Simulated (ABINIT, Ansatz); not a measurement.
# BaHCl (P4/nmm): G0W0 on several meshes in ABINIT, part 2 of 2

How does the mesh move the gap of BaHCl (P4/nmm)?

ABINIT 10.8.3; LDA and many-body steps on it, plane waves. Known limits of the many-body steps: not at the basis limit; no spin-orbit coupling; coarse k mesh.

So far. Step 4 (4×4×2): The gap on the mesh goes from 3.00 eV to 5.18 eV, a correction of +2.18 eV. Step 5 (Empty states on the mesh, 2×2×2 mesh, 184 bands): On this mesh the gap is 3.002 eV.

**7. 2×2×2**

This step: G0W0 on LDA, plane waves, norm-conserving pseudopotentials.

File run.abi:

```
acell 3*1.0 Angstrom
rprim 
  4.408000000000 0.000000000000 0.000000000000
  0.000000000000 4.408000000000 0.000000000000
  0.000000000000 0.000000000000 7.202000000000
ntypat 3
znucl 56 1 17
natom 6
typat 1 1 2 2 3 3
xred 
  0.000000000000 0.500000000000 0.215000000000
  0.500000000000 0.000000000000 0.785000000000
  0.000000000000 0.000000000000 0.000000000000
  0.500000000000 0.500000000000 0.000000000000
  0.000000000000 0.500000000000 0.650000000000
  0.500000000000 0.000000000000 0.350000000000
pp_dirpath "pseudos"
pseudos "Ba.upf, H.upf, Cl.upf"
ecut 31
ngkpt 2 2 2
nshiftk 1
shiftk 0 0 0
kptopt 1
chksymbreak 0
istwfk *1
occopt 1
irdwfk 1
optdriver 4
nband 168
gwcalctyp 0
ecutsigx 31
symsigma 1
nkptgw 2
kptgw 
  0.0000000000 0.0000000000 0.5000000000
  0.0000000000 0.0000000000 0.0000000000
bdgw 
  17 20
  17 20
ecuteps 5.2
irdscr 1
ppmodel 1
indata_prefix "in"
outdata_prefix "out"
tmpdata_prefix "tmp"
```

Run with:

```bash
$ OMP_NUM_THREADS=1 mpirun -n 4 abinit run.abi > log
```

Numbers of over 12 decimals in the logs are rounded to 6 here.

Output:

```text
.Version 10.8.3 of ABINIT. v10.8.2 released Aug 2026.

 Symmetries : space group P4/n m m (#129); Bravais tP (primitive tetrag.)
[... echo of the input left out ...]
== DATASET  1 ==================================================================
-   mpi_nproc: 4, omp_nthreads: 1 (-1 if OMP is not activated)

--- !DatasetInfo
iteration_state: {dtset: 1, }
dimensions: {natom: 6, nkpt: 6, mband: 168, nsppol: 1, nspinor: 1, nspden: 1, mpw: 7826, }
cutoff_energies: {ecut:  31.0, pawecutdg:  -1.0, }
electrons: {nelect:   3.60000000E+01, charge:   0.00000000E+00, occopt:   1.00000000E+00, tsmear:   1.00000000E-02, }

 SIGMA: Calculation of the GW corrections

 Based on a program developped by R.W. Godby, V. Olevano, G. Onida, and L. Reining.
 Incorporated in ABINIT by V. Olevano, G.-M. Rignanese, and M. Torrent.
.Using double precision arithmetic ; gwpc =  8

[... cell and pseudopotentials left out ...]
--------------------------------------------------------------------------------

 ==== K-mesh for the wavefunctions ====
 Number of points in the irreducible wedge :     6
[... list of points left out ...]
 Together with 16 symmetry operations and time-reversal symmetry
 yields     8 points in the full Brillouin Zone.

 ==== Q-mesh for screening function ====
 Number of points in the irreducible wedge :     6
[... list of points left out ...]
 Together with 16 symmetry operations and time-reversal symmetry
 yields     8 points in the full Brillouin Zone.

 vcoul_init : cutoff-mode = AUXILIARY_FUNCTION
 q-points for optical limit:   1
     1)      0.000010    0.000020    0.000030
 setmesh: FFT mesh size selected  =    48x   48x   75
          total number of points  =       172800

 Number of electrons calculated from density =   36.0000; Expected =   36.0000
[...]
number of omega for Sigma on real axis              0
 max omega for Sigma on real axis  [eV]           0.00
 zcut for avoiding poles [eV]                     0.10

 EPSILON^-1 parameters (SCR file):
 dimension of the eps^-1 matrix on file            513
 dimension of the eps^-1 matrix used               513
 number of plane-waves for wavefunctions          7727
 number of bands                                   168
 number of q-points in IBZ                           6
 number of frequencies                               2
 number of real frequencies                          1
 number of imag frequencies                          1

 matrix elements of self-energy operator (all in [eV])

 Perturbative Calculation

--- !SelfEnergy_ee
iteration_state: {dtset: 1, }
kpoint     : [   0.000,    0.000,    0.500, ]
spin       : 1
KS_gap     :    3.002
QP_gap     :    5.028
Delta_QP_KS:    2.026
data: !SigmaeeData |
     Band     E0 <VxcDFT>   SigX SigC(E0)      Z dSigC/dE  Sig(E)    E-E0       E
       17   2.614 -10.227 -12.795   1.578   0.783  -0.278 -11.002  -0.775   1.839
       18   2.866 -12.333 -15.390   1.937   0.793  -0.262 -13.221  -0.888   1.978
       19   5.867  -8.717  -4.283  -3.087   0.845  -0.184  -7.579   1.138   7.006
[...]
--- !SelfEnergy_ee
iteration_state: {dtset: 1, }
kpoint     : [   0.000,    0.000,    0.000, ]
spin       : 1
KS_gap     :    3.905
QP_gap     :    5.861
Delta_QP_KS:    1.956
data: !SigmaeeData |
     Band     E0 <VxcDFT>   SigX SigC(E0)      Z dSigC/dE  Sig(E)    E-E0       E
[...]
19   6.476  -9.166  -4.515  -3.199   0.831  -0.203  -7.960   1.206   7.682
       20   7.056  -9.872  -5.042  -3.367   0.834  -0.199  -8.652   1.221   8.277

== END DATASET(S) ==============================================================
================================================================================

 -outvars: echo values of variables after computation  --------
           etotal      0.0000000000E+00
            nband         168
             nkpt           6
          spgroup         129
 [... the other variables as echoed above ...]

 Calculation completed.
```

It took 31 s on 4 MPI ranks of Intel Xeon 6975P-C (Granite Rapids), shared host; peak memory 1.6 GiB.

Numbers from this step:

```
G0W0 gap on the points computed              : 5.028 eV
starting gap on the mesh                     : 3.002 eV
k of the valence top                         : 0, 0, 0.5
k of the conduction bottom                   : 0, 0, 0.5
Z at the valence top                         : 0.793
Z at the conduction bottom                   : 0.845
least direct G0W0 gap on the computed points : 5.028 eV
```

Against G0W0 in ABINIT (4×4×2 mesh, 168 bands, screening to 141.5 eV, Godby-Needs plasmon pole), the gap moves by −0.155 eV.

**8. Empty states on the mesh, 4×4×4 mesh, 184 bands**

This step: DFT, LDA, plane waves, norm-conserving pseudopotentials.

run.abi, as its differences from that of step 7:

```diff
@@ -19,3 +19,3 @@
 ecut 31
-ngkpt 2 2 2
+ngkpt 4 4 4
 nshiftk 1
@@ -24,20 +24,10 @@
 chksymbreak 0
+iscf -2
+irdden 1
 istwfk *1
-occopt 1
-irdwfk 1
-optdriver 4
-nband 168
-gwcalctyp 0
-ecutsigx 31
-symsigma 1
-nkptgw 2
-kptgw 
-  0.0000000000 0.0000000000 0.5000000000
-  0.0000000000 0.0000000000 0.0000000000
-bdgw 
-  17 20
-  17 20
-ecuteps 5.2
-irdscr 1
-ppmodel 1
+nband 184
+nbdbuf 16
+tolwfr 1e-09
+nstep 60
+prtvol 0
 indata_prefix "in"
```

Output:

```text
.Version 10.8.3 of ABINIT. v10.8.2 released Aug 2026.

 Symmetries : space group P4/n m m (#129); Bravais tP (primitive tetrag.)
[... echo of the input left out ...]
== DATASET  1 ==================================================================
-   mpi_nproc: 4, omp_nthreads: 1 (-1 if OMP is not activated)

--- !DatasetInfo
iteration_state: {dtset: 1, }
dimensions: {natom: 6, nkpt: 18, mband: 184, nsppol: 1, nspinor: 1, nspden: 1, mpw: 7826, }
cutoff_energies: {ecut:  31.0, pawecutdg:  -1.0, }
[...]
2.13709    2.14610    2.16011    2.16011    2.16182    2.18607    2.18778    2.20639
   2.20639    2.21257    2.21376    2.21376    2.24409    2.25921    2.27476    2.27620
 prteigrs : prtvol=0 or 1, do not print more k-points.

== END DATASET(S) ==============================================================
================================================================================

 -outvars: echo values of variables after computation  --------
            nband         184
             nkpt          18
          spgroup         129
 [... the other variables as echoed above ...]

 Calculation completed.
```

The job ended after 6.6 min (4 MPI ranks; peak memory 0.79 GiB).

This step gave:

```yaml
gap: 3.002 eV
k_of_the_valence_top: 0, 0, 0.5
k_of_the_conduction_bottom: 0, 0, 0.5
least_direct_gap: 3.002 eV
k_points_computed: 18
lowest_point_of_the_top_converged_band_above_the_valence_top: 53.0611 eV
```

On this mesh the gap is 3.002 eV.

**9. Screening, 4×4×4 mesh, 168 bands, screening to 141.5 eV**

This step: RPA screening on LDA, plane waves, norm-conserving pseudopotentials.

run.abi, as its differences from that of step 8:

```diff
@@ -24,10 +24,11 @@
 chksymbreak 0
-iscf -2
-irdden 1
 istwfk *1
-nband 184
-nbdbuf 16
-tolwfr 1e-09
-nstep 60
-prtvol 0
+occopt 1
+irdwfk 1
+optdriver 3
+nband 168
+ecuteps 5.2
+inclvkb 2
+awtr 1
+symchi 1
 indata_prefix "in"
```

Output:

```text
.Version 10.8.3 of ABINIT. v10.8.2 released Aug 2026.

 Symmetries : space group P4/n m m (#129); Bravais tP (primitive tetrag.)
[... echo of the input left out ...]
== DATASET  1 ==================================================================
-   mpi_nproc: 4, omp_nthreads: 1 (-1 if OMP is not activated)

--- !DatasetInfo
iteration_state: {dtset: 1, }
dimensions: {natom: 6, nkpt: 18, mband: 168, nsppol: 1, nspinor: 1, nspden: 1, mpw: 7826, }
cutoff_energies: {ecut:  31.0, pawecutdg:  -1.0, }
[...]
--------------------------------------------------------------------------------
[... chi0 elements left out ...]
 For q-point:  0.000010 0.000020 0.000030
  dielectric constant =   3.5708
  dielectric constant without local fields =   4.1377

  Average fulfillment of the sum rule on Im[epsilon] for q-point    1 :     81.07  [%]
[... wings left out ...]
  q-point number  2        q = ( 0.250000, 0.000000, 0.000000) [r.l.u.]
--------------------------------------------------------------------------------
[... chi0 elements left out ...]
  Average fulfillment of the sum rule on Im[epsilon] for q-point    2 :     88.10  [%]

 [... 16 further q-points ...]
```

The job ended after 11 min (4 MPI ranks; peak memory 3.6 GiB; 37 min of CPU time).

This step gave:

| Item | Value |
| --- | --- |
| ε∞ with local fields, on this mesh, along the program's q direction | 3.571 |
| the same without local fields | 4.138 |
| plasma frequency | 18.83 eV |
| plane waves in the screening matrix | 513 |

**10. 4×4×4**

This step: G0W0 on LDA, plane waves, norm-conserving pseudopotentials.

run.abi, as its differences from that of step 9:

```diff
@@ -27,8 +27,17 @@
 irdwfk 1
-optdriver 3
+optdriver 4
 nband 168
+gwcalctyp 0
+ecutsigx 31
+symsigma 1
+nkptgw 2
+kptgw 
+  0.0000000000 0.0000000000 0.5000000000
+  0.0000000000 0.0000000000 0.0000000000
+bdgw 
+  17 20
+  17 20
 ecuteps 5.2
-inclvkb 2
-awtr 1
-symchi 1
+irdscr 1
+ppmodel 1
 indata_prefix "in"
```

Output:

```text
.Version 10.8.3 of ABINIT. v10.8.2 released Aug 2026.

 Symmetries : space group P4/n m m (#129); Bravais tP (primitive tetrag.)
[... echo of the input left out ...]
== DATASET  1 ==================================================================
-   mpi_nproc: 4, omp_nthreads: 1 (-1 if OMP is not activated)

--- !DatasetInfo
iteration_state: {dtset: 1, }
dimensions: {natom: 6, nkpt: 18, mband: 168, nsppol: 1, nspinor: 1, nspden: 1, mpw: 7826, }
cutoff_energies: {ecut:  31.0, pawecutdg:  -1.0, }
[...]
Band     E0 <VxcDFT>   SigX SigC(E0)      Z dSigC/dE  Sig(E)    E-E0       E
[...]
19   6.476  -9.161  -4.502  -3.360   0.837  -0.195  -8.073   1.088   7.565
       20   7.056  -9.871  -5.064  -3.500   0.831  -0.203  -8.785   1.086   8.142

== END DATASET(S) ==============================================================
================================================================================

 -outvars: echo values of variables after computation  --------
           etotal      0.0000000000E+00
            nband         168
             nkpt          18
          spgroup         129
 [... the other variables as echoed above ...]

 Calculation completed.
```

Run time: 90 s. Hardware: 4 MPI ranks; peak memory 3.9 GiB.

Numbers from this step:

* G0W0 gap on the points computed: 5.176 eV
* starting gap on the mesh: 3.002 eV
* k of the valence top: 0, 0, 0.5
* k of the conduction bottom: 0, 0, 0.5
* least direct G0W0 gap on the computed points: 5.176 eV

Against G0W0 in ABINIT (4×4×2 mesh, 168 bands, screening to 141.5 eV, Godby-Needs plasmon pole), the gap moves by −0.007 eV.

**11. Side by side**

Times are wall times on 4 MPI ranks of Intel Xeon 6975P-C (Granite Rapids), shared host, good to a factor of about two. A run's time includes the screening step that it read.

| run | mesh | bands | screening cutoff (eV) | DFT gap (eV) | gap on the mesh (eV) | direct (eV) | ε∞ used | time |
| --- | --- | --- | --- | --- | --- | --- | --- | --- |
| 4×4×2 | 4×4×2 | 168 | 141.5 | 3.002 | 5.183 | 5.183 | 3.59 | 5.1 min |
| 2×2×2 | 2×2×2 | 168 | 141.5 | 3.002 | 5.028 | 5.028 | 3.62 | 1.7 min |
| 4×4×4 | 4×4×4 | 168 | 141.5 | 3.002 | 5.176 | 5.176 | 3.57 | 12 min |

**12. Outcome**

| Property | Result |
| --- | --- |
| 4×4×2 | 5.183 eV |
| 2×2×2 | 5.028 eV |
| 4×4×4 | 5.176 eV |
| known limits | not at the basis limit; no spin-orbit coupling; coarse k mesh |

In words: 2×2×2: −0.155 eV against 4×4×2. 4×4×4: −0.007 eV against 4×4×2. Bands and cutoff are finite, so the gap is not at the basis limit. The miss can reach some tenths of an eV and take either sign; the mesh is an error of its own. In the first G0W0 run levels were corrected at 2 k points alone, so a gap called «on the mesh» is the least over those, and an edge elsewhere would be missed. The 4×4×2 mesh is coarse for this cell, which bears on the long-range parts of exchange and screening. The many-body steps are scalar-relativistic: spin-orbit coupling is not in them.

[Paths, hosts, dates, memory and timing lines, banners, echoed tables and standing remarks are left out of the program output.]

[Logs are printed without paths, hosts, clocks, repeated set-up lines and the standing remarks that a program may print on its own settings, such as how far it seeks lower states.]

[Runs of the session that timed out or met a known fault of the program may be left out.]

[No measured gap is set beside runs whose start may be inverted or whose files or cutoffs have a known fault.]

[Hosts, paths, dates, database ids (printed as entryN), source tags and the programs' standing remarks are cut or masked in the printed files.]

[G0W0 gaps are taken among the corrected bands and points alone; a level outside them can change the order at an edge.]

[Where Ansatz stands beside ABINIT at settings called matched, ABINIT's density can come from a denser mesh and the files from another edition; pairs whose starting gaps differed by over 0.03 eV were left out, so agreement reads better than it is.]
